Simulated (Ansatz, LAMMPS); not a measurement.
# Structural relaxation of glassy 62P2O5-14Al2O3-24BaO (mol %) (160 atoms), part 2 of 3

How does glassy 62P2O5-14Al2O3-24BaO (mol %) (160 atoms) relax, and what do bonds, charges and levels look like afterwards?

Ansatz 0.2.0; Kohn-Sham DFT, LDA, PAW (set soft_2), plane waves.

The cell: 36 P, 8 Al, 7 Ba and 109 O. The quench rate of 1000 K/ps is orders of magnitude faster than experiment. The starting topology of bonds comes from the classical model. The Brillouin zone is sampled at Γ only, in a cell whose shortest periodic width is 13 Å. The levels lack spin–orbit coupling.

So far. Step 3 (Single point at the start): The r.m.s. force component of 1.5 eV/Å and the pressure of -4.7 GPa set the starting point.

## Step 4: Relaxation

The atoms are relaxed in the fixed cell, aiming at the force tolerance of the input.

input.yaml reads:

```yaml
crystal:
  lattice:
    - [13.0819, 0.0, 0.0]
    - [0.0, 13.0819, 0.0]
    - [0.0, 0.0, 13.0819]
  atoms:
    [... the 160 atom lines of step 3 ...]
kpoints:
  mp_grid: { grid: [1, 1, 1] }
hamiltonian:
  xc: lda
scf:
  occupations: { method: fixed }
output:
  forces: true
relax:
  f_tol: 0.05
  max_steps: 129
```

Started as:

```console
$ ansatz run input.yaml --threads 4 --pin off --max-ram 8192MiB --backend cpu --events-out ev --progress --plain --runs-dir out
```

Numbers of over 12 decimals in the logs are rounded to 6 here.

The program printed:

```text
[...]
Crystal: 160 atoms, lattice volume = 2238.785 Å³
Basis set: ecut = 420 eV, 43723 PW (Γ)
Bands: 624, of which v1, the nominal top of the filled ones, is band 464 counted from 1 (463 counted from 0)
Symmetry: 1 space group operations
[...]
k-points: 1
[...]
SCF iter   1: F=—  HF=-131296.142225 eV  |F-HF|=—  |Δ(HF+E_count)|=         —  Δρ=1.23e-2  dr2=3.29e0  ethr=1.77e-3  ⟨swp⟩=7.0  Hψ=2267  notcnv=0  defer=158
[...]
SCF iter   3: F=—  HF=-131295.159966 eV  |F-HF|=—  |Δ(HF+E_count)|=   6.92e-2  Δρ=1.84e-3  dr2=9.84e-2  ethr=3.04e-5  ⟨swp⟩=5.0  Hψ=1165  notcnv=0  defer=145
automatic band count: iteration 3 solves 611 bands in place of 624: the levels show a gap, and the empty bands left out lie too high to hold charge; the band table lists the bands solved (type scf.n_extra_bands for more)
SCF iter   4: F=—  HF=-131295.131118 eV  |F-HF|=—  |Δ(HF+E_count)|=   2.88e-2  Δρ=9.08e-4  dr2=1.74e-2  ethr=1.06e-5  ⟨swp⟩=4.0  Hψ=822  notcnv=0  defer=145
[...]
SCF iter   7: F=-131295.127865 eV  HF=-131295.127884 eV  |F-HF|=1.87e-5  |Δ(HF+E_count)|=   1.32e-5  Δρ=5.23e-5  dr2=5.69e-5  ethr=6.73e-9  ⟨swp⟩=4.0  Hψ=2416  notcnv=0
SCF 1 converged in 7 iterations: F = -131295.127865 eV  dr2 = 5.69e-5
[...]
relax step   1: F+E_penalty+E_count = -131295.12786489 eV  Δ(F+E_penalty+E_count) = +0.000e0 eV  max|allowed force component| = 6.504e0 eV/Å  Δτ_max = 0.0000 Å  (7 SCF iters, dr2 threshold 6.25e-5 eV, accepted)
[... from here on, the SCF cycles and remarks between the steps are left out ...]
relax step   2: F+E_penalty+E_count = -131301.56486728 eV  Δ(F+E_penalty+E_count) = -6.437e0 eV  max|allowed force component| = 4.589e0 eV/Å  Δτ_max = 0.1974 Å  (7 SCF iters, dr2 threshold 1.00e-4 eV, accepted)
relax step   3: F+E_penalty+E_count = -131307.62223603 eV  Δ(F+E_penalty+E_count) = -6.057e0 eV  max|allowed force component| = 1.487e0 eV/Å  Δτ_max = 0.1951 Å  (7 SCF iters, dr2 threshold 1.00e-4 eV, accepted)
relax step   4: F+E_penalty+E_count = -131309.42039683 eV  Δ(F+E_penalty+E_count) = -1.798e0 eV  max|allowed force component| = 1.345e0 eV/Å  Δτ_max = 0.1949 Å  (7 SCF iters, dr2 threshold 1.00e-4 eV, accepted)
relax step   5: F+E_penalty+E_count = -131310.73736397 eV  Δ(F+E_penalty+E_count) = -1.317e0 eV  max|allowed force component| = 8.728e-1 eV/Å  Δτ_max = 0.1950 Å  (7 SCF iters, dr2 threshold 1.00e-4 eV, accepted)
relax step   6: F+E_penalty+E_count = -131311.58977664 eV  Δ(F+E_penalty+E_count) = -8.524e-1 eV  max|allowed force component| = 6.333e-1 eV/Å  Δτ_max = 0.1958 Å  (7 SCF iters, dr2 threshold 1.00e-4 eV, accepted)
relax step   7: F+E_penalty+E_count = -131312.19932406 eV  Δ(F+E_penalty+E_count) = -6.095e-1 eV  max|allowed force component| = 5.174e-1 eV/Å  Δτ_max = 0.1928 Å  (6 SCF iters, dr2 threshold 1.00e-4 eV, accepted)
relax step   8: F+E_penalty+E_count = -131312.65961978 eV  Δ(F+E_penalty+E_count) = -4.603e-1 eV  max|allowed force component| = 3.603e-1 eV/Å  Δτ_max = 0.1959 Å  (6 SCF iters, dr2 threshold 1.00e-4 eV, accepted)
relax step   9: F+E_penalty+E_count = -131313.13207525 eV  Δ(F+E_penalty+E_count) = -4.725e-1 eV  max|allowed force component| = 3.856e-1 eV/Å  Δτ_max = 0.2000 Å  (7 SCF iters, dr2 threshold 6.30e-5 eV, accepted)
relax step  10: F+E_penalty+E_count = -131313.56261720 eV  Δ(F+E_penalty+E_count) = -4.305e-1 eV  max|allowed force component| = 4.096e-1 eV/Å  Δτ_max = 0.1949 Å  (7 SCF iters, dr2 threshold 7.21e-5 eV, accepted)
relax step  11: F+E_penalty+E_count = -131313.95649521 eV  Δ(F+E_penalty+E_count) = -3.939e-1 eV  max|allowed force component| = 4.653e-1 eV/Å  Δτ_max = 0.2000 Å  (7 SCF iters, dr2 threshold 1.00e-4 eV, accepted)
relax step  12: F+E_penalty+E_count = -131314.23789191 eV  Δ(F+E_penalty+E_count) = -2.814e-1 eV  max|allowed force component| = 4.919e-1 eV/Å  Δτ_max = 0.1939 Å  (7 SCF iters, dr2 threshold 1.00e-4 eV, accepted)
relax step  13: F+E_penalty+E_count = -131314.45437363 eV  Δ(F+E_penalty+E_count) = -2.165e-1 eV  max|allowed force component| = 4.195e-1 eV/Å  Δτ_max = 0.2000 Å  (6 SCF iters, dr2 threshold 1.00e-4 eV, accepted)
relax step  14: F+E_penalty+E_count = -131314.69129543 eV  Δ(F+E_penalty+E_count) = -2.369e-1 eV  max|allowed force component| = 3.776e-1 eV/Å  Δτ_max = 0.1968 Å  (6 SCF iters, dr2 threshold 1.00e-4 eV, accepted)
relax step  15: F+E_penalty+E_count = -131314.87806704 eV  Δ(F+E_penalty+E_count) = -1.868e-1 eV  max|allowed force component| = 4.268e-1 eV/Å  Δτ_max = 0.1959 Å  (6 SCF iters, dr2 threshold 1.00e-4 eV, accepted)
relax step  16: F+E_penalty+E_count = -131315.11024883 eV  Δ(F+E_penalty+E_count) = -2.322e-1 eV  max|allowed force component| = 3.070e-1 eV/Å  Δτ_max = 0.2000 Å  (6 SCF iters, dr2 threshold 1.00e-4 eV, accepted)
relax step  17: F+E_penalty+E_count = -131315.24451807 eV  Δ(F+E_penalty+E_count) = -1.343e-1 eV  max|allowed force component| = 3.651e-1 eV/Å  Δτ_max = 0.1931 Å  (7 SCF iters, dr2 threshold 4.88e-5 eV, accepted)
relax step  18: F+E_penalty+E_count = -131315.35400330 eV  Δ(F+E_penalty+E_count) = -1.095e-1 eV  max|allowed force component| = 3.708e-1 eV/Å  Δτ_max = 0.1470 Å  (6 SCF iters, dr2 threshold 6.90e-5 eV, accepted)
relax step  19: F+E_penalty+E_count = -131315.52884933 eV  Δ(F+E_penalty+E_count) = -1.748e-1 eV  max|allowed force component| = 2.721e-1 eV/Å  Δτ_max = 0.2000 Å  (6 SCF iters, dr2 threshold 1.00e-4 eV, accepted)
relax step  20: F+E_penalty+E_count = -131315.61772296 eV  Δ(F+E_penalty+E_count) = -8.887e-2 eV  max|allowed force component| = 4.562e-1 eV/Å  Δτ_max = 0.1932 Å  (7 SCF iters, dr2 threshold 3.99e-5 eV, accepted)
relax step  21: F+E_penalty+E_count = -131315.66729757 eV  Δ(F+E_penalty+E_count) = -4.957e-2 eV  max|allowed force component| = 2.316e-1 eV/Å  Δτ_max = 0.1240 Å  (6 SCF iters, dr2 threshold 1.00e-4 eV, accepted)
relax step  22: F+E_penalty+E_count = -131315.70546626 eV  Δ(F+E_penalty+E_count) = -3.817e-2 eV  max|allowed force component| = 1.957e-1 eV/Å  Δτ_max = 0.0597 Å  (6 SCF iters, dr2 threshold 1.38e-5 eV, accepted)
relax step  23: F+E_penalty+E_count = -131315.73965358 eV  Δ(F+E_penalty+E_count) = -3.419e-2 eV  max|allowed force component| = 2.045e-1 eV/Å  Δτ_max = 0.0849 Å  (7 SCF iters, dr2 threshold 9.87e-6 eV, accepted)
relax step  24: F+E_penalty+E_count = -131315.79347586 eV  Δ(F+E_penalty+E_count) = -5.382e-2 eV  max|allowed force component| = 5.197e-1 eV/Å  Δτ_max = 0.1941 Å  (7 SCF iters, dr2 threshold 2.99e-5 eV, accepted)
[...]
relax step  34: F+E_penalty+E_count = -131316.56806793 eV  Δ(F+E_penalty+E_count) = -7.890e-2 eV  max|allowed force component| = 1.900e-1 eV/Å  Δτ_max = 0.1041 Å  (6 SCF iters, dr2 threshold 4.89e-5 eV, accepted)
relax step  35: F+E_penalty+E_count = -131316.65972545 eV  Δ(F+E_penalty+E_count) = -9.166e-2 eV  max|allowed force component| = 2.370e-1 eV/Å  Δτ_max = 0.2000 Å  (7 SCF iters, dr2 threshold 1.24e-5 eV, accepted)
relax step  36: F+E_penalty+E_count = -131316.77841531 eV  Δ(F+E_penalty+E_count) = -1.187e-1 eV  max|allowed force component| = 4.266e-1 eV/Å  Δτ_max = 0.1970 Å  (7 SCF iters, dr2 threshold 1.93e-5 eV, accepted)
relax step  37: F+E_penalty+E_count = -131316.74877553 eV  Δ(F+E_penalty+E_count) = +2.964e-2 eV  max|allowed force component| = 1.883e0 eV/Å  Δτ_max = 0.1880 Å  (7 SCF iters, dr2 threshold 1.00e-4 eV, rejected (line search))
relax step  38: F+E_penalty+E_count = -131316.86072795 eV  Δ(F+E_penalty+E_count) = -8.231e-2 eV  max|allowed force component| = 4.756e-1 eV/Å  Δτ_max = 0.0918 Å  (10 SCF iters, accepted)
relax step  39: F+E_penalty+E_count = -131316.94858798 eV  Δ(F+E_penalty+E_count) = -8.786e-2 eV  max|allowed force component| = 4.167e-1 eV/Å  Δτ_max = 0.1000 Å  (6 SCF iters, dr2 threshold 1.00e-4 eV, accepted)
relax step  40: F+E_penalty+E_count = -131317.02182617 eV  Δ(F+E_penalty+E_count) = -7.324e-2 eV  max|allowed force component| = 4.558e-1 eV/Å  Δτ_max = 0.1480 Å  (6 SCF iters, dr2 threshold 1.00e-4 eV, accepted)
relax step  41: F+E_penalty+E_count = -131317.04015581 eV  Δ(F+E_penalty+E_count) = -1.833e-2 eV  max|allowed force component| = 6.374e-1 eV/Å  Δτ_max = 0.2000 Å  (6 SCF iters, dr2 threshold 1.00e-4 eV, accepted)
relax step  42: F+E_penalty+E_count = -131317.12264686 eV  Δ(F+E_penalty+E_count) = -8.249e-2 eV  max|allowed force component| = 3.618e-1 eV/Å  Δτ_max = 0.1580 Å  (6 SCF iters, dr2 threshold 1.00e-4 eV, accepted)
relax step  43: F+E_penalty+E_count = -131317.10937790 eV  Δ(F+E_penalty+E_count) = +1.327e-2 eV  max|allowed force component| = 2.237e-1 eV/Å  Δτ_max = 0.2000 Å  (7 SCF iters, dr2 threshold 4.22e-5 eV, rejected (line search))
relax step  44: F+E_penalty+E_count = -131317.18114301 eV  Δ(F+E_penalty+E_count) = -5.850e-2 eV  max|allowed force component| = 1.501e-1 eV/Å  Δτ_max = 0.0962 Å  (10 SCF iters, accepted)
relax step  45: F+E_penalty+E_count = -131317.17860734 eV  Δ(F+E_penalty+E_count) = +2.536e-3 eV  max|allowed force component| = 1.391e-1 eV/Å  Δτ_max = 0.1000 Å  (8 SCF iters, dr2 threshold 3.88e-6 eV, rejected (line search))
relax step  46: F+E_penalty+E_count = -131317.19694749 eV  Δ(F+E_penalty+E_count) = -1.580e-2 eV  max|allowed force component| = 7.317e-2 eV/Å  Δτ_max = 0.0487 Å  (9 SCF iters, accepted)
relax step  47: F+E_penalty+E_count = -131317.19975126 eV  Δ(F+E_penalty+E_count) = -2.804e-3 eV  max|allowed force component| = 7.759e-2 eV/Å  Δτ_max = 0.0488 Å  (9 SCF iters, accepted)
relax step  48: F+E_penalty+E_count = -131317.20073890 eV  Δ(F+E_penalty+E_count) = -9.876e-4 eV  max|allowed force component| = 1.080e-1 eV/Å  Δτ_max = 0.0322 Å  (8 SCF iters, accepted)
relax step  49: F+E_penalty+E_count = -131317.20273862 eV  Δ(F+E_penalty+E_count) = -2.000e-3 eV  max|allowed force component| = 3.010e-2 eV/Å  Δτ_max = 0.0176 Å  (5 SCF iters, dr2 threshold 1.17e-5 eV, accepted)
relax step  50: F+E_penalty+E_count = -131317.20274038 eV  Δ(F+E_penalty+E_count) = -1.764e-6 eV  max|allowed force component| = 2.974e-2 eV/Å  Δτ_max = 0.0000 Å  (5 SCF iters, accepted)
SCF converged after 5 iterations
Free energy (F): -131317.202740 eV
[...]
Internal energy: -131317.202740 eV  (E = F + TS)
E sigma→0 (E₀):  -131317.202740 eV
Fermi energy:    3.292323 eV
[...]
--- Forces (eV/Å), atoms counted from 1 ---
  atom   1  P      0.00257371     0.01255093     0.00752653
  atom   2  P     -0.00484739    -0.00450000     0.00683887
  atom   3  P      0.00826389    -0.00432899    -0.00568311
  atom   4  P     -0.00152911    -0.00234487    -0.00333396
  atom   5  P     -0.00823894     0.00213176    -0.00070990
  atom   6  P     -0.00270047    -0.00086378     0.00580583
  atom   7  P     -0.00806893    -0.00177503    -0.00659862
  atom   8  P     -0.00755903     0.00493382    -0.00343037
  atom   9  P      0.00318475    -0.00159851     0.00919469
  atom  10  P     -0.00974540    -0.00097367    -0.00684956
  atom  11  P      0.00491263    -0.00289560    -0.01316526
  atom  12  P      0.00428637     0.00501820    -0.00156264
  atom  13  P      0.00264616    -0.00409614     0.00831080
  atom  14  P     -0.00192770     0.01368494    -0.00774668
[...]
atom 159  O      0.00481473     0.00973212     0.01019988
  atom 160  O      0.00152983    -0.00396148     0.01115005
  max |Σ_I F_I| component: 1.44e-4 eV/Å
--- Relaxed structure (50 steps of the walk, 47 accepted, 0 SCFs on fresh bases) ---
  F+E_penalty+E_count = -131317.20274038 eV   max|allowed force component| = 2.974e-2 eV/Å
  atoms:
    - { symbol: P, position: [0.853991, 0.643726, 0.022724] }
    - { symbol: P, position: [0.338252, 0.227513, 0.083932] }
    - { symbol: P, position: [0.759205, 0.754796, 0.525055] }
    - { symbol: P, position: [0.595623, 0.640194, 0.772944] }
[...]
- { symbol: O, position: [0.423360, 0.572399, 0.389365] }
```

Run time: 27 min. Hardware: 4 threads of Arm Neoverse V2, shared host; peak memory 3 GiB; 1.8 h of CPU time.

The steps of the relaxation (22 of 50):

| step | energy less that of the first step (eV) | largest force component (eV/Å) |
| --- | --- | --- |
| 1 | 0.0000 | 6.5036 |
| 3 | -12.4944 | 1.4865 |
| 6 | -16.4619 | 0.6333 |
| 8 | -17.5318 | 0.3603 |
| 10 | -18.4348 | 0.4096 |
| 13 | -19.3265 | 0.4195 |
| 15 | -19.7502 | 0.4268 |
| 17 | -20.1167 | 0.3651 |
| 20 | -20.4899 | 0.4562 |
| 22 | -20.5776 | 0.1957 |
| 24 | -20.6656 | 0.5197 |
| 27 | -20.9569 | 0.6822 |
| 29 | -21.1562 | 0.5293 |
| 31 | -21.3011 | 0.3270 |
| 34 | -21.4402 | 0.1900 |
| 36 | -21.6506 | 0.4266 |
| 38 | -21.7329 | 0.4756 |
| 41 | -21.9123 | 0.6374 |
| 43 | -21.9815 | 0.2237 |
| 45 | -22.0507 | 0.1391 |
| 48 | -22.0729 | 0.1080 |
| 50 | -22.0749 | 0.0297 |

Relaxation steps 37, 43, 45 were tried and not accepted.

The atoms that moved most (Å):

```csv
atom,dx,dy,dz,length
O59,2.493,0.378,0.516,2.574
Ba45,-0.224,-0.214,-2.447,2.466
O142,0.476,1.265,1.486,2.009
Ba46,1.090,0.232,1.257,1.680
O54,1.642,0.143,0.009,1.649
O82,0.760,0.682,-0.953,1.397
O97,-1.129,-0.367,-0.734,1.396
O103,-1.315,-0.254,0.335,1.381
```

The relaxation changed the energy by -138 meV/atom, and atoms moved by 0.80 Å r.m.s., 2.6 Å at most.

## Step 5: Distances and neighbours after relaxation

Bonds before and after, by the cutoffs listed below:

| pair | bonds before | bonds after | mean before (Å) | mean after (Å) | spread before (Å) | spread after (Å) |
| --- | --- | --- | --- | --- | --- | --- |
| O-P | 149 | 145 | 1.555 | 1.554 | 0.065 | 0.073 |
| O-Al | 33 | 36 | 1.801 | 1.814 | 0.091 | 0.073 |

Density 2.99 g/cm³, 13.99 Å³ an atom.

g(r), total and by pair (bins of 0.2 Å):

| r (Å) | total | O-O | O-P | O-Al | O-Ba | P-P | P-Al |
| --- | --- | --- | --- | --- | --- | --- | --- |
| 1.40 | 1.31 | 0.00 | 4.29 | 0.00 | 0.00 | 0.00 | 0.00 |
| 1.60 | 2.83 | 0.00 | 9.17 | 0.36 | 0.00 | 0.00 | 0.00 |
| 1.80 | 0.76 | 0.00 | 0.30 | 9.81 | 0.00 | 0.00 | 0.00 |
| 2.00 | 0.07 | 0.00 | 0.00 | 1.05 | 0.00 | 0.00 | 0.00 |
| 2.20 | 0.01 | 0.03 | 0.00 | 0.00 | 0.00 | 0.00 | 0.00 |
| 2.40 | 1.05 | 2.14 | 0.04 | 0.19 | 0.57 | 0.00 | 0.00 |
| 2.60 | 2.02 | 3.84 | 0.10 | 0.00 | 3.45 | 0.00 | 0.00 |
| 2.80 | 0.83 | 1.19 | 0.26 | 0.13 | 2.12 | 1.03 | 0.37 |
| 3.00 | 1.02 | 0.95 | 0.51 | 0.46 | 0.80 | 4.29 | 4.77 |
| 3.20 | 0.99 | 0.94 | 0.93 | 0.81 | 1.02 | 0.70 | 3.02 |
| 3.40 | 0.89 | 0.65 | 1.33 | 1.40 | 0.30 | 0.36 | 1.07 |
| 3.60 | 0.82 | 0.53 | 1.41 | 0.87 | 0.37 | 0.21 | 0.48 |
| 3.80 | 0.97 | 0.69 | 1.47 | 1.28 | 0.24 | 0.48 | 0.21 |
| 4.00 | 1.12 | 0.51 | 1.92 | 1.72 | 1.03 | 1.13 | 0.40 |
| 4.20 | 0.98 | 0.76 | 0.99 | 2.13 | 1.12 | 1.55 | 0.86 |
| 4.40 | 1.18 | 1.31 | 0.82 | 1.85 | 1.44 | 1.27 | 0.64 |
| 4.60 | 1.03 | 1.41 | 0.63 | 0.38 | 1.16 | 0.97 | 1.02 |
| 4.80 | 1.02 | 1.33 | 0.66 | 0.35 | 1.01 | 1.20 | 1.33 |
| 5.00 | 1.06 | 1.21 | 0.85 | 0.73 | 1.40 | 0.87 | 1.87 |
| 5.20 | 0.91 | 0.93 | 0.86 | 0.83 | 1.03 | 0.86 | 1.25 |
| 5.40 | 0.91 | 0.91 | 0.83 | 1.33 | 0.84 | 0.89 | 1.27 |
| 5.60 | 1.06 | 0.96 | 1.21 | 0.84 | 1.00 | 1.31 | 1.68 |
| 5.80 | 0.97 | 0.92 | 1.15 | 0.88 | 0.69 | 0.77 | 1.37 |
| 6.00 | 0.95 | 0.80 | 1.27 | 0.94 | 0.71 | 0.53 | 0.86 |
| 6.20 | 0.97 | 0.85 | 1.07 | 1.32 | 1.00 | 0.97 | 0.65 |
| 6.40 | 1.04 | 1.02 | 1.04 | 1.50 | 0.88 | 0.91 | 1.05 |

Bonds by pair of elements; cutoffs follow the first minimum of g(r), held within bounds set by covalent radii, and pairs that aren't listed don't count as bonded:

```
pair A-B  cutoff (Å)  bonds  mean length (Å)  spread (Å)  shortest (Å)  B about A  A about B
     O-P        2.11    145             1.55       0.073          1.45       1.33       4.03
    O-Al        2.23     36             1.81       0.073          1.68       0.33        4.5
    O-Ba        3.29     50             2.77       0.225          2.46      0.459       7.14
```

The cutoff for O-Ba falls short of the minimum of g(r), so counts run low and odd coordinations can be artefacts.

How many atoms have how many bonded neighbours:

```csv
element,mean,1,2,3,4,5,6,7,11
Al,4.5,0,0,0,4,4,0,0,0
Ba,7.14,0,0,0,0,0,3,3,1
O,2.12,9,78,22,0,0,0,0,0
P,4.03,0,0,0,35,1,0,0,0
```

Bond angles (no mean is given where the spread exceeds 20°):

| angle | count | mean (°) | spread (°) |
| --- | --- | --- | --- |
| O-P-O | 220 | 109 | 8 |
| O-Al-O | 64 | - | - |
| Ba-O-P | 57 | - | - |
| P-O-P | 39 | 138 | 11.1 |

Oxygen atoms by the number of network formers (Si, P, Ge, B, Al, As, Ga) bound to them:

```
network formers bound to O  O atoms  per cent
                         0        0         0
                         1       40      36.7
                         2       66      60.6
                         3        3       2.8
```

Network units: each former by its oxygen neighbours and how many of them bridge to another former:

| former | O neighbours | bridging O | atoms |
| --- | --- | --- | --- |
| P | 4 | 1 | 1 |
| P | 4 | 2 | 10 |
| P | 4 | 3 | 17 |
| P | 4 | 4 | 7 |
| P | 5 | 5 | 1 |
| Al | 4 | 4 | 4 |
| Al | 5 | 5 | 4 |

Bond length by coordination (bonds to H left out):

| element | coordination | atoms | mean bond length (Å) |
| --- | --- | --- | --- |
| Al | 4 | 4 | 1.76 |
| Al | 5 | 4 | 1.85 |
| Ba | 6 | 3 | 2.69 |
| Ba | 7 | 3 | 2.75 |
| Ba | 11 | 1 | 2.96 |
| O | 1 | 9 | 1.46 |
| O | 2 | 78 | 1.75 |
| O | 3 | 22 | 2.16 |
| P | 4 | 35 | 1.55 |
| P | 5 | 1 | 1.65 |

Rings of the network by King's shortest-path rule, up to 12 atoms, one path for each pair of neighbours; H, halogens, alkali and alkaline-earth atoms are left out, and the last column divides by all other atoms, bonded or not:

```
ring size (atoms)  rings  per network atom
                4      1             0.007
                6      6             0.039
                8      3              0.02
               10     14             0.092
               12     11             0.072
```

First main peaks of g(r), for some of the pairs, lie near 2.5 Å (O-O), 1.5 Å (O-P), 1.8 Å (O-Al), 2.7 Å (O-Ba), 3.0 Å (P-P) and 3.0 Å (P-Al). The O-P-O angle averages 109° with a spread of 8°. 61 % of the oxygens bridge two formers (P and Al) and 37 % are non-bridging; 3 % join three. The commonest P unit has 4 oxygens, 3 of them shared with other formers (17 of 36 atoms). Rings of 10 atoms are the most common (40 % of those counted); sizes run from 4 to 12, where the search stops.

[end of part 2 of 3]

[Logs are printed without paths, hosts, clocks, repeated set-up lines and the standing remarks that a program may print on its own settings, such as how far it seeks lower states.]

[Hosts, paths, dates, database ids (printed as entryN), source tags and the programs' standing remarks are cut or masked in the printed files.]
